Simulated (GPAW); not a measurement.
## Rb: optical spectrum from first principles

Aim: the dielectric function of Rb, and the optical constants that follow from it. The cell comes from an older database entry, whose edges can differ from later determinations, mostly by under a per cent.

Calculated with GPAW 26.7.0; DFT, PBE, plane-wave PAW (GPAW data sets), scalar-relativistic, RPA, optical limit.

The database entry behind the starting cell lists a temperature near 78 K, so it need not match the best structure at ambient conditions.

## (1) The starting structure

The structure is cubic, space group Im-3m (No. 229). Conventional cell: a = 5.605 Å, b = 5.605 Å, c = 5.605 Å, α = 90.00°, β = 90.00°, γ = 90.00°. Nearest to Rb lie 8 Rb at 4.85 Å.

As a file:

```
Rb
1.0
    -2.80250    2.80250    2.80250
     2.80250   -2.80250    2.80250
     2.80250    2.80250   -2.80250
Rb
1
Direct
  0.00000 0.00000 0.00000
```

## (2) Bands for the response

At the fixed density, many empty bands are solved on the mesh of the response, since the spectrum sums over them.

This step: DFT, PBE, plane-wave PAW (GPAW data sets), scalar-relativistic, bands at fixed density (GPAW 26.7.0).

Input file nscf.py:

```python
from ase.dft.bandgap import bandgap
from gpaw import GPAW, FermiDirac

calc = GPAW('gs.gpw').fixed_density(kpts={'size': (11, 11, 11), 'gamma': True}, nbands=52, convergence={'bands': 46},
                                    occupations=FermiDirac(0.05), txt='nscf.txt')
print('gap (eV)', bandgap(calc, output=None)[0])
print('direct gap (eV)', bandgap(calc, direct=True, output=None)[0])
print('top band over the Fermi level (eV)', min(calc.get_eigenvalues(kpt=k)[45] for k in range(len(calc.get_ibz_k_points()))) - calc.get_fermi_level())
calc.write('full.gpw', mode='all')
```

The run is started by

```console
OMP_NUM_THREADS=1 python nscf.py
```

Numbers of over 12 decimals in the logs are rounded to 6 here.

What it wrote:

```text
Diagonalizing LCAO Hamiltonian
Converting LCAO to pw mode
convergence criteria:
- Maximum integral of absolute [eigenst]ate change: 4e-08 eV^2 / valence electron
maximum number of iterations: 150

SCF iterations
|iter     |      energy | eigst |  dens |
|iter:   1||             | +4.13 |       |
|iter:   2||             | +2.80 |       |
|iter:   3||             | +1.68 |       |
|iter:   4||             | +0.27 |       |
|iter:   5||             | -0.97 |       |
|iter:   6||             | -2.06 |       |
|iter:   7||             | -2.99 |       |
|iter:   8||             | -4.06 |       |
|iter:   9||             | -5.01 |       |
|iter:  10||             | -6.04 |       |
|iter:  11||             | -6.77 |       |
|iter:  12||             | -7.24 |       |
|iter:  13||             | -7.71c|       |
SCF steps: 13
  __  _  _
 | _ |_)|_||  |
 |__||  | ||/\| - 26.7.0

Versions:
  Python: 3.12.14
  ASE:    3.29.0
  Numpy:  2.5.5
  Scipy:  1.18.1
  Libxc:  7.0.0

Input parameters:
  mode=PW(ecut=500.0),
  convergence={'bands': 46},
  gpts=array([27, 27, 27]),
  kpts=MonkhorstPack(size=(11, 11, 11), gamma=True),
  maxiter=150,
  nbands=52,
  occupations=Occupations(name='fermi-dirac', width=0.05, fixmagmom=False),
  parallel={},
  xc=XC(name='PBE')

--- standard output ---
gap (eV) 0.0
direct gap (eV) 0.0
top band over the Fermi level (eV) 28.875201
```

It took 5.6 min on 1 thread of Intel Xeon at 2.50GHz (Skylake/Cascade Lake), shared host; peak memory 0.27 GiB.

## (3) Dielectric function, RPA

Transitions between filled and empty bands, summed over the zone, give the optical response, so mesh, band count and broadening shape it.

The induced potential is part of this response.

This step: DFT, PBE, plane-wave PAW (GPAW data sets), scalar-relativistic, RPA, optical limit (GPAW 26.7.0).

Input file df.py:

```python
from gpaw.response.df import DielectricFunction

df = DielectricFunction('full.gpw', frequencies={'type': 'nonlinear', 'domega0': 0.03, 'omega2': 8},
                        ecut=50,
                        eta=0.15,
                        nbands=46,
                        rate=0.05,
                        txt='df.txt')
for direction in ['x']:
    df.get_dielectric_function(xc='RPA', direction=direction, filename=f'df_{direction}.csv')
```

The run is started by

```console
OMP_NUM_THREADS=1 python df.py
```

What it wrote:

```text
Using integrator: PointIntegrator
NonLinearFrequencyDescriptor(from 0.000 to 61.014 eV, 490 points)
Nonperiodic BCs:  [False False False]
Using integrator: PointIntegrator
NonLinearFrequencyDescriptor(from 0.000 to 61.014 eV, 490 points)
Nonperiodic BCs:  [False False False]
Using integrator: PointIntegrator

Calculating chi0 body with:
    Ground state adapter containing:
    Number of spins: 1
    Number of kpoints: 1331
    Number of irreducible kpoints: 56
    Number of completely occupied states: 4
    Number of partially occupied states: 5

    Linear response parametrization:
    q_c: [0.0, 0.0, 0.0]
    Number of frequency points: 490
    Planewave cutoff: 50.0
    Number of bands: 46
    Number of planewaves: 79
    Broadening (eta): 0.15

Integrating chi0 body.

Symmetries of q_c:
    Direct symmetries (Uq -> q): 48
    Indirect symmetries (TUq -> q): 0
In total 48 allowed symmetries.

56 groups of equivalent kpoints. 95.792637% reduction.

Integral kind: spectral function

Calculating chi0 optical extensions with:
    Ground state adapter containing:
    Number of spins: 1
    Number of kpoints: 1331
    Number of irreducible kpoints: 56
    Number of completely occupied states: 4
    Number of partially occupied states: 5

    Linear response parametrization:
    Number of frequency points: 490
    Planewave cutoff: 50.0
    Number of bands: 46
    Number of planewaves: 79
    Broadening (eta): 0.15
Integrating chi0 head and wings.

Symmetries of q_c:
    Direct symmetries (Uq -> q): 48
    Indirect symmetries (TUq -> q): 0
In total 48 allowed symmetries.

56 groups of equivalent kpoints. 95.792637% reduction.

Integral kind: spectral function wings

Calculating drude chi0 with:
    Number of frequency points:490
    Plasma frequency decay rate: 0.05 eV

    Ground state adapter containing:
    Number of spins: 1
    Number of kpoints: 1331
    Number of irreducible kpoints: 56
    Number of completely occupied states: 4
    Number of partially occupied states: 5

Symmetries of q_c:
    Direct symmetries (Uq -> q): 48
    Indirect symmetries (TUq -> q): 0
In total 48 allowed symmetries.

56 groups of equivalent kpoints. 95.792637% reduction.

Integral kind: intraband
Plasma frequency:
[[3.42-0.j 0.  +0.j 0.  -0.j]
 [0.  +0.j 3.42-0.j 0.  -0.j]
 [0.  -0.j 0.  +0.j 3.42-0.j]]
```

The job ended after 45 s (1 thread; peak memory 0.33 GiB).

Numbers from this step:

| Item | Value |
| --- | --- |
| centre of weight of the strongest loss peak in the window | 3.188 eV |

Some rows of df_x.csv (energy; Re and Im without local fields; Re and Im with them):

```text
0.000000, 4676.441083, -0.000000, 4676.306656, -0.000000
0.429336, -58.872536, 14.466535, -59.009089, 14.464403
0.878195, -13.026996, 2.234962, -13.166714, 2.221834
1.347938, -4.391108, 1.232998, -4.536142, 1.195620
1.840057, -2.048743, 0.638890, -2.169494, 0.615595
2.356191, -0.904922, 0.390537, -1.012527, 0.373421
2.898142, -0.180883, 0.244872, -0.284923, 0.232119
3.467895, 0.305217, 0.199730, 0.200571, 0.188556
4.067647, 0.619879, 0.125232, 0.512665, 0.118595
4.699832, 0.817881, 0.229860, 0.709677, 0.233610
5.367152, 0.954948, 0.178702, 0.832538, 0.170645
6.072622, 1.000556, 0.127763, 0.889625, 0.129977
6.819608, 0.996714, 0.151538, 0.884334, 0.172637
7.611886, 1.076718, 0.091315, 0.942007, 0.139195
8.453705, 1.156439, 0.039697, 0.976775, 0.080250
9.349861, 1.243790, 0.025701, 1.033266, 0.052874
10.305790, 1.332806, 0.023477, 1.097744, 0.033117
11.327680, 1.435165, 0.021577, 1.148952, 0.022592
12.422601, 1.627024, 0.044269, 1.249628, 0.032008
13.598673, 1.753096, 0.314015, 1.247217, 0.162584
```

The Im ε, E ∥ x has structure finer than the step of the table below, so its rows give means over 0.25 eV, whole bins alone (the curve runs from 0.305 to 14.0 eV). Peaks (eV: height): 1.451: 1.34, 13.254: 0.205.

Sum at mesh points, not converged in k. Table of Im ε, E ∥ x by photon energy; means over each step:

photon energy (eV), Im ε, E ∥ x and a bar:
```
     0.50       10.6 ##############################
     0.75        3.2 #########
     1.00        1.6 #####
     1.25        1.1 ###
     1.50        1.2 ###
     1.75        0.7 ##
     2.00        0.7 ##
     2.25        0.5 #
     2.50        0.3 #
     2.75        0.3 #
     3.00        0.2 #
     3.25        0.2 
     3.50        0.2 
     3.75        0.1 
     4.00        0.1 
     4.25        0.1 
     4.50        0.2 
     4.75        0.2 #
     5.00        0.2 
     5.25        0.2 
     5.50        0.2 
     5.75        0.2 
     6.00        0.1 
     6.25        0.2 
     6.50        0.2 
     6.75        0.2 
     7.00        0.1 
     7.25        0.1 
     7.50        0.1 
     7.75        0.1 
     8.00        0.1 
     8.25        0.1 
     8.50        0.1 
     8.75        0.1 
     9.00        0.1 
     9.25        0.1 
     9.50        0.1 
     9.75        0.0 
    10.00        0.0 
    10.25        0.0 
    10.50        0.0 
    10.75        0.0 
    11.00        0.0 
    11.25        0.0 
    11.50        0.0 
    11.75        0.0 
    12.00        0.0 
    12.25        0.0 
    12.50        0.0 
    12.75        0.1 
    13.00        0.1 
    13.25        0.2 
    13.50        0.2 
    13.75        0.2
```

Values under 1 per cm are given as 1; sum at mesh points, not converged in k. Table of absorption coefficient, E ∥ x by photon energy:

```tsv
photon energy (eV)	absorption coefficient, E ∥ x (1/cm)
0.5	3.4e5
1.0	3.2e5
1.5	3.0e5
2.0	2.7e5
2.5	2.2e5
3.0	1.4e5
3.5	64814
4.0	36346
4.5	51608
5.0	46172
5.5	59459
6.0	40379
6.5	68548
7.0	54086
7.5	53609
8.0	45547
8.5	34335
9.0	21837
9.5	23328
10.0	14545
10.5	19642
11.0	13990
11.5	11791
12.0	12581
12.5	19914
13.0	69625
13.5	1.0e5
```

The Im ε, E ∥ x has structure finer than the step of the table below, so its rows give means over 0.5 eV, whole bins alone (the curve runs from 0.305 to 14.0 eV). Peaks (eV: height): without local fields 1.45: 1.39; with local fields 1.45: 1.34, 13.25: 0.205.

Sum at mesh points, not converged in k. Im ε, E ∥ x against photon energy; means over each step:

```tsv
photon energy (eV)	without local fields	with local fields
1.0	1.75	1.74
1.5	1.11	1.08
2.0	0.652	0.625
2.5	0.374	0.355
3.0	0.243	0.229
3.5	0.187	0.178
4.0	0.133	0.126
4.5	0.187	0.186
5.0	0.171	0.174
5.5	0.202	0.194
6.0	0.146	0.147
6.5	0.178	0.188
7.0	0.124	0.150
7.5	0.0924	0.135
8.0	0.0610	0.110
8.5	0.0387	0.0792
9.0	0.0271	0.0546
9.5	0.0251	0.0501
10.0	0.0210	0.0324
10.5	0.0250	0.0370
11.0	0.0224	0.0282
11.5	0.0230	0.0231
12.0	0.0296	0.0242
12.5	0.0534	0.0367
13.0	0.215	0.127
13.5	0.324	0.176
```

Sum at mesh points, not converged in k. Table of reflectivity at normal incidence, E ∥ x by photon energy; read off at these points:

```tsv
photon energy (eV)	reflectivity at normal incidence, E ∥ x (%)
0.5	94.0
1.0	91.3
1.5	77.0
2.0	68.6
2.5	65.3
3.0	46.5
3.5	12.5
4.0	3.43
4.5	1.01
5.0	0.963
5.5	0.447
6.0	0.250
6.5	0.322
7.0	0.213
7.5	0.146
8.0	0.100
8.5	0.0424
9.0	0.0147
9.5	0.0250
10.0	0.0327
10.5	0.0705
11.0	0.0887
11.5	0.146
12.0	0.212
12.5	0.338
13.0	0.603
13.5	0.431
```

Sum at mesh points, not converged in k. The loss function −Im 1/ε at q → 0, E ∥ x by energy loss; read off at these points:

```tsv
energy loss (eV)	loss function −Im 1/ε at q → 0, E ∥ x
0.50	0.00470
1.00	0.0157
1.50	0.0797
2.00	0.211
2.50	0.526
3.00	3.17
3.18	4.92
3.50	2.28
4.00	0.510
4.50	0.353
5.00	0.297
5.50	0.260
6.00	0.163
6.50	0.230
7.00	0.175
7.50	0.151
8.00	0.121
8.50	0.0818
9.00	0.0475
9.50	0.0455
10.00	0.0260
10.50	0.0318
11.00	0.0211
11.50	0.0161
12.00	0.0157
12.50	0.0222
13.00	0.0676
13.50	0.107
```

From ε follow the optical constants at some laser and lamp lines:

```tsv
wavelength (nm)	n	k	R (%)	1/α
800	0.30	1.933	78.1	33 nm
633	0.25	1.348	70.3	37 nm
450	0.23	0.694	53.7	52 nm
365	0.46	0.211	15.6	138 nm
308	0.71	0.087	3.2	282 nm
248	0.84	0.091	1.0	216 nm
193	0.96	0.099	0.3	155 nm
```

A polished face would reflect 69 % of daylight and look faintly yellow-green (CIE x = 0.328, y = 0.357 under D65).

## (4) Summary of results

- centre of weight of the strongest loss peak in the window, first axis: 3.19 eV

What this shows: At this level (PBE, RPA) Rb is a metal. The mesh is too coarse to trust the carriers' weight, the reflectivity or the colour to better than tens of per cent. A polished face would reflect 69 % of daylight and look faintly yellow-green (CIE x = 0.328, y = 0.357 under D65). The carriers' damping of 0.05 eV is typed, not computed; it shapes the response at the lowest energies. GPAW's carrier term has the form −ωp²/(ω + i·rate)², which damps like twice the rate and fails at low energy, so the curves leave the lowest energies out. The sum runs over mesh points 0.14 Å⁻¹ apart with no interpolation, so peaks are partly noise of the mesh, and the Drude plasma energy, a sum over the Fermi surface, isn't converged.

[Machine, clock and banner lines and Python warnings are left out of the logs.]

[Logs are printed without paths, hosts, clocks, repeated set-up lines and the standing remarks that a program may print on its own settings, such as how far it seeks lower states.]

[Hosts, paths, dates, database ids (printed as entryN), source tags and the programs' standing remarks are cut or masked in the printed files.]
